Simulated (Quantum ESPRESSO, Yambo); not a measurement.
# Quasiparticle gap of PtS2 (1T monolayer) in Yambo, part 2 of 2

How does a plane-wave GW calculation on PtS2 (1T monolayer) run from the first input to the gap?

Quantum ESPRESSO 7.5 and Yambo 5.3.0; PBE and many-body steps on it, plane waves. Known limits of the many-body steps: not at the basis limit; no spin polarisation; d states lean on the start; no spin-orbit coupling.

So far. Step 2 (Ground state): The gap is indirect, with the least direct gap 0.14 eV higher. Step 3 (Empty states on the mesh, 6×6×1 mesh, 92 bands): On this mesh the gap is 2.039 eV. The earlier step found 1.767 eV, so this mesh misses an edge.

**5. Screening and self-energy, 6×6×1 mesh, 92 bands, screening to 108.8 eV**

G0W0 replaces the xc potential by the self-energy, built once from these orbitals. Only a window of levels is corrected, while the sums run over the empty bands that the input names.

This step: G0W0 on PBE, plane waves, norm-conserving pseudopotentials.

Input file gw1.in:

```
HF_and_locXC
gw0
dyson
ppa
em1d
rim_cut
rim_w
RandQpts= 3000000
RandGvec= 100 RL
CUTGeo= "slab z"
RandGvecW= 9 RL
EXXRLvcs= 76 Ry
VXCRLvcs= 304 Ry
Chimod= "HARTREE"
% BndsRnXp
 1 | 92 |
%
NGsBlkXp= 8 Ry
% LongDrXp
 1 | 1 | 0 |
%
% GbndRnge
 1 | 92 |
%
DysSolver= "n"
ExtendOut
PPAPntXp= 27.21138 eV
% QPkrange
 5 | 5 | 14 | 17 |
 2 | 2 | 14 | 17 |
 1 | 1 | 14 | 17 |
%
```

The run is started by

```console
$ OMP_NUM_THREADS=2 mpirun -n 2 yambo -F gw1.in -J gw1 -C gw1 > gw1.log
```

Output:

```text
 Yambo, version 5.3.0

 [02] CORE Variables Setup
 =========================

  [... cell, symmetries and grids as in the set-up ...]

  [02.05] Energies & Occupations
  ==============================

  [X] === General ===
  [X] Electronic Temperature                        :  0.000000  0.000000 [eV K]
  [X] Bosonic    Temperature                        :  0.000000  0.000000 [eV K]
  [X] Finite Temperature mode                       : no
  [X] El. density                                   :  0.18084E+24 [cm-3]
  [X] Fermi Level                                   : -0.891555 [eV]

  [X] === Gaps and Widths ===
  [X] Conduction Band Min                           :  2.039191 [eV]
  [X] Valence Band Max                              :  0.000000 [eV]
  [X] Filled Bands                                  :  15
  [X] Empty Bands                                   :   16   92
  [X] Direct Gap                                    :  2.064824 [eV]
  [X] Direct Gap localized at k                     :  2
  [X] Indirect Gap                                  :  2.039191 [eV]
  [X] Indirect Gap between kpts                     :   5   2
  [X] Last valence band width                       :  1.366429 [eV]
  [X] 1st conduction band width                     :  1.156562 [eV]

 [03] Transferred momenta grid and indexing
 ==========================================

 IBZ Q-points                                      :   7
 BZ  Q-points                                      :   36

 K/Q-points units:
 rlu = crystal or reduced units; cc = cartesian coordinates; iku = interal k-units

 Q [1]          [rlu]:  0.000000  0.000000  0.000000
 Q [2]          [rlu]:  0.89679E-17  0.16667       0.0000
 Q [3]          [rlu]:  0.17936E-16  0.33333       0.0000
 Q [4]          [rlu]: -0.26904E-16 -0.50000       0.0000
 Q [5]          [rlu]:  0.166667  0.166667  0.000000
 Q [6]          [rlu]:  0.166667  0.333333  0.000000
 Q [7]          [rlu]:  0.333333  0.333333  0.000000

 [04] Coloumb potential Random Integration (RIM)
 ===============================================

 Performing RIM of v_slab

  [04.01] RIM initialization
  ==========================

  * Diagonal components only detected *

  8 x (sBL volume)        :  0.049240 [a.u.]
  sBZ random points       :  3000000
  Points outside the sBZ  :  24001124
  RL volume               :  0.221578 [a.u.]
  Integrated volume       :  0.221567 [a.u.]

  [04.02] RIM integrals
  =====================

  Gamma point sphere radius             :  0.042044 [a.u.]
  Points outside the sphere             :  2398760
  [Int_sBZ(q=0) 1/q^2]*(Vol_sBZ)^(-1/3) =:  7.537040
                                 should be <:  7.795600

  Summary of Coulomb integrals for non-metallic bands |Q|[au] RIM/Bare

  Q [1] 0.100000E-4 0.966833 * Q [2] 0.179061 1.019960
  Q [5] 0.310143 1.030508 * Q [3] 0.358123 1.026927
  Q [6] 0.473752 1.018421 * Q [4] 0.537184 1.015215
  Q [7] 0.620286 1.011349
  Non-periodic chartesian directions : none
  Optical renormalization            :  28.34589 [au]
  Polarizability dimension           : length

 [05] Coloumb potential CutOffslab
 =================================

 Cut directionsZ
 Slab Cutoff:Z
 Symmetry test passed : yes

 [06] Dipoles
 ============

  [06.01] Setup: observables and procedures
  =========================================

  [WARNING] [x,Vnl] slows the Dipoles computation. To neglect it rename the ns.kb_pp file

 [07] Dynamic Dielectric Matrix (PPA)
 ====================================

 [WR./gw1//ndb.pp]---------------------------------------------------------------
  Brillouin Zone Q/K grids (IBZ/BZ)                :    7   36    7   36
  RL vectors                                       :  15319 [WF]
  Coulomb cutoff potential                         : slab z
  Electronic Temperature                           :  0.000000 [K]
  Bosonic    Temperature                           :  0.000000 [K]
  PPA    diel. fun.  energies                      : Perdew, Burke & Ernzerhof(X)+Perdew, Burke & Ernzerhof(C)
  wavefunctions                                    : Perdew, Burke & Ernzerhof(X)+Perdew, Burke & Ernzerhof(C)
  Global Gauge                                     : length
  X matrix size                                    :   391
  X band range                                     :    1   92
  X e/h energy range                               : -1.000000 -1.000000 [eV]
  X Time ordering                                  : R
  X Hxc Kernel                                     : HARTREE
  X Drude frequency                                :  0.000000  0.000000
  X poles                                          :  100.0000 [o/o]
  RL vectors in the sum                            :  15319
  [r,Vnl] included                                 : yes
  Field direction                                  :  0.707107E-5  0.707107E-5   0.00000
  BZ energy Double Grid                            : no
  BZ energy DbGd points                            : 0
  BZ Q point size factor                           : -1.000000
  X Optical Averaged directions                    : none

 [08] Local Exchange-Correlation + Non-Local Fock
 ================================================

 [VXC] Plane waves :  100255
 [EXS] Plane waves :  12631

 QP @ state[ 1 ] K range:  1  2
 QP @ state[ 1 ] b range:  14  17
 QP @ state[ 2 ] K range:   5   5
 QP @ state[ 2 ] b range:  14  17

 [xc] Functional : Perdew, Burke & Ernzerhof(X)+Perdew, Burke & Ernzerhof(C)
 [xc] LIBXC used to calculate xc functional
  PP Number of Atomic Species                      :  2
  NLCC RL compoments                               :  100255
  PP Number of Atomic Species                      :  2
  NLCC RL compoments                               :  100255

 [xc] E_xc :  -16.11412 [Ha]
      E_xc :  -32.22824 [Ry]

  Local XC kind (lXC) : Perdew, Burke & Ernzerhof(X)+Perdew, Burke & Ernzerhof(C)
  Non-Local XC kind (nlXC) : Hartree-Fock

  Corrections @ K [1] :  [eV]
 <14|nlXC|14> = -15.91029  0.24984E-17 <14|lXC|14> = -13.81682  0.000000
 <15|nlXC|15> = -15.91028 -0.19901E-16 <15|lXC|15> = -13.81681  0.000000
 <16|nlXC|16> = -13.04571 -0.16324E-17 <16|lXC|16> = -16.89907 -0.47204E-16
 <17|nlXC|17> = -13.04571  0.10943E-17 <17|lXC|17> = -16.89907 -0.26552E-16

  Corrections @ K [2] :  [eV]
 <14|nlXC|14> = -17.52371  0.62757E-17 <14|lXC|14> = -15.09467 -0.28323E-15
 <15|nlXC|15> = -19.68486 -0.54496E-17 <15|lXC|15> = -16.66487  0.37763E-15
 <16|nlXC|16> = -12.69829 -0.22642E-17 <16|lXC|16> = -16.07136  0.18882E-15
 <17|nlXC|17> = -12.70911 -0.38293E-18 <17|lXC|17> = -16.55166  0.29503E-16

  Corrections @ K [5] :  [eV]
 <14|nlXC|14> = -20.78626  0.10416E-16 <14|lXC|14> = -17.35330 -0.18882E-15
 <15|nlXC|15> = -17.62202  0.29830E-17 <15|lXC|15> = -15.01165 -0.94408E-16
 <16|nlXC|16> = -12.08893 -0.40132E-17 <16|lXC|16> = -15.64452  0.37763E-15
 <17|nlXC|17> = -12.79464 -0.16193E-17 <17|lXC|17> = -16.45292 -0.14161E-15

 [09] Dyson equation: Newton solver
 ==================================

  [09.01] RIM-W interpolation
  ===========================

  [WARNING] RIM-W works only for 2D semiconductors with slab cutoff
  Found compatible q grid: 2D
  q_min[ 1 ]:  0.16667      0.24765E-11   0.0000     [rlu]
   0.166667  0.083333  0.000000 [iku]
  q_min[ 2 ]:  0.20260E-16  0.16667       0.0000     [rlu]
   0.20260E-16  0.16667       0.0000     [iku]
  G-vectors :   9
  G-vectors loaded:   63
  Number of interpolated frequencies:  2

  Evaluating coefficients q = 0
  Evaluating coefficients q = 0

  [09.02] RIM-W integrals
  =======================

  8 x (sBL volume)        :  0.049240 [a.u.]
  sBZ random points       :  3000000
  Points outside the sBZ  :  24001124
  RL volume               :  0.221578 [a.u.]
  Integrated volume       :  0.221567 [a.u.]

  [09.03] RIM integrals
  =====================

  Comparison between head Wc = W - v averages: < Wc > [au] RIM-W/RIM

   < -Wc [Q = 1] > 0.357997E-1 0.442978E-4 * < -Wc [Q = 2] > 0.005439 0.005249
   < -Wc [Q = 3] > 0.972767E-3 0.952820E-3 * < -Wc [Q = 4] > 0.324957E-3 0.321380E-3
   < -Wc [Q = 5] > 0.001427 0.001393 * < -Wc [Q = 6] > 0.458649E-3 0.452956E-3
   < -Wc [Q = 7] > 0.211681E-3 0.209391E-3

  Comparison between head Wc = W - v averages: < Wc > [au] RIM-W/RIM

   < -Wc [G = 1,G`=0] > 0.357997E-1 0.442978E-4 * < -Wc [G = 2,G`=0] >-0.002271 0.000000
   < -Wc [G = 3,G`=0] >-0.002271 0.000000 * < -Wc [G = 4,G`=0] > 0.488571E-4  0.00000
   < -Wc [G = 5,G`=0] > 0.488140E-4  0.00000 * < -Wc [G = 6,G`=0] > 0.117433E-3  0.00000
   < -Wc [G = 7,G`=0] > 0.117473E-3  0.00000 * < -Wc [G = 8,G`=0] >-0.309635E-4  0.00000
   < -Wc [G = 9,G`=0] >-0.309646E-4  0.00000

 [10] G0W0 (W PPA)
 =================

 [  GW  ] Bands range     :    1   92
 [GW/PPA] G damping       :  0.100000 [eV]

 QP @ state[ 1 ] K range:  1  2
 QP @ state[ 1 ] b range:  14  17
 QP @ state[ 2 ] K range:   5   5
 QP @ state[ 2 ] b range:  14  17

  Sc/G bands                                       :    1   92
  Sc/G damping                                     :  0.100000 ev
  Sc bands terminator                              : no
  Sx RL components                                 :  12631

  QP @ state[ 1 ] K range                          :  1  2
  QP @ state[ 1 ] b range                          :  14  17
  QP @ state[ 2 ] K range                          :   5   5
  QP @ state[ 2 ] b range                          :  14  17
  GF energies kind                                 : Perdew, Burke & Ernzerhof(X)+Perdew, Burke & Ernzerhof(C)
  GF WF`s kind                                     : Perdew, Burke & Ernzerhof(X)+Perdew, Burke & Ernzerhof(C)
  Xs energies kind                                 : Perdew, Burke & Ernzerhof(X)+Perdew, Burke & Ernzerhof(C)
  Xs WF`s kind                                     : Perdew, Burke & Ernzerhof(X)+Perdew, Burke & Ernzerhof(C)

 [14] Game Over & Game summary
```

It took 3.5 min on 2 MPI ranks of Arm Neoverse V1, shared host; peak memory 1.3 GiB.

This step gave:

- G0W0 gap on the points computed: 3.275 eV
- starting gap on the mesh: 2.039 eV
- k of the valence top: 0, 0.1667, 0
- k of the conduction bottom: 0, 0.1667, 0
- least direct G0W0 gap on the computed points: 3.275 eV
- Z at the valence top: 0.7469
- Z at the conduction bottom: 0.7544

The gap on the mesh goes from 2.04 eV to 3.27 eV, a correction of +1.24 eV. The start differs from the 1.77 eV found before because the two sample other k points.

Limits: finite bands, cutoff and mesh; no spin polarisation; d states lean on the start; no spin-orbit coupling. v1 is the top filled band, c1 the lowest empty one. Levels before and after the correction, in eV, zero at the valence-band top of each column:

```tsv
	conduction bottom	valence top
Kohn-Sham	2.04	0.00
G0W0	3.27	0.00
```

```tsv
	level	energy (eV)
Kohn-Sham	(0 0.167 0) v2	-0.225
Kohn-Sham	(0 0.167 0) v1	-0.026
Kohn-Sham	(0 0.167 0) c1	2.039
Kohn-Sham	(0 0.167 0) c2	2.864
G0W0	(0 0.167 0) v2	-0.312
G0W0	(0 0.167 0) v1	0.000
G0W0	(0 0.167 0) c1	3.275
G0W0	(0 0.167 0) c2	4.179
```

**6. Where the time went**

Times are wall times on the hardware named with each run, good to a factor of about two.

```tsv
step	time	share	memory (GiB)
ground state	28 s	10 %	0.55
empty states on the mesh	27 s	10 %	0.71
conversion and set-up	3.1 s	1 %	0.25
screening and self-energy	3.5 min	78 %	1.3
```

**7. Summary of results**

```
PBE gap                              : 1.77 eV, indirect
G0W0 gap on the mesh                 : 3.27 eV
G0W0 gap over the zone (rigid shift) : 3.00 eV
GW settings                          : 6×6×1 mesh, 92 bands, screening to 108.8 eV, Godby-Needs plasmon pole
known limits                         : not at the basis limit; no spin polarisation; d states lean on the start; no spin-orbit coupling
```

**Reading.** G0W0 moves the gap on the mesh from 2.04 eV to 3.27 eV (+1.24 eV), with Z of 0.75 and 0.75 at the edges. The mesh misses the band edges by 0.27 eV in all; a rigid shift gives 3.00 eV for the zone. Only 3 of the mesh's irreducible points were corrected, so a valley elsewhere could overtake. The dearest step here is «screening and self-energy». Bands and cutoff are finite, so the gap is not at the basis limit. The miss can reach some tenths of an eV and take either sign; the mesh is an error of its own. In the G0W0 run levels were corrected at 3 k points alone, so a gap called «on the mesh» is the least over those, and an edge elsewhere would be missed. A denser mesh or path gives a starting gap of 1.77 eV: the GW mesh misses a band edge, so its gaps are not the fundamental one. The runs have no spin polarisation. For a closed low-spin shell that is the natural state; where a d or f shell is open it is a constraint, and the gap is then not the crystal's own. With d states at the gap, one-shot GW leans hard on its start. The many-body steps are scalar-relativistic: spin-orbit coupling is not in them.

[Paths, hosts, dates, memory and timing lines, banners, echoed tables and standing remarks are left out of the program output.]

[Logs are printed without paths, hosts, clocks, repeated set-up lines and the standing remarks that a program may print on its own settings, such as how far it seeks lower states.]

[Runs of the session that timed out or met a known fault of the program may be left out.]

[Hosts, paths, dates, database ids (printed as entryN), source tags and the programs' standing remarks are cut or masked in the printed files.]
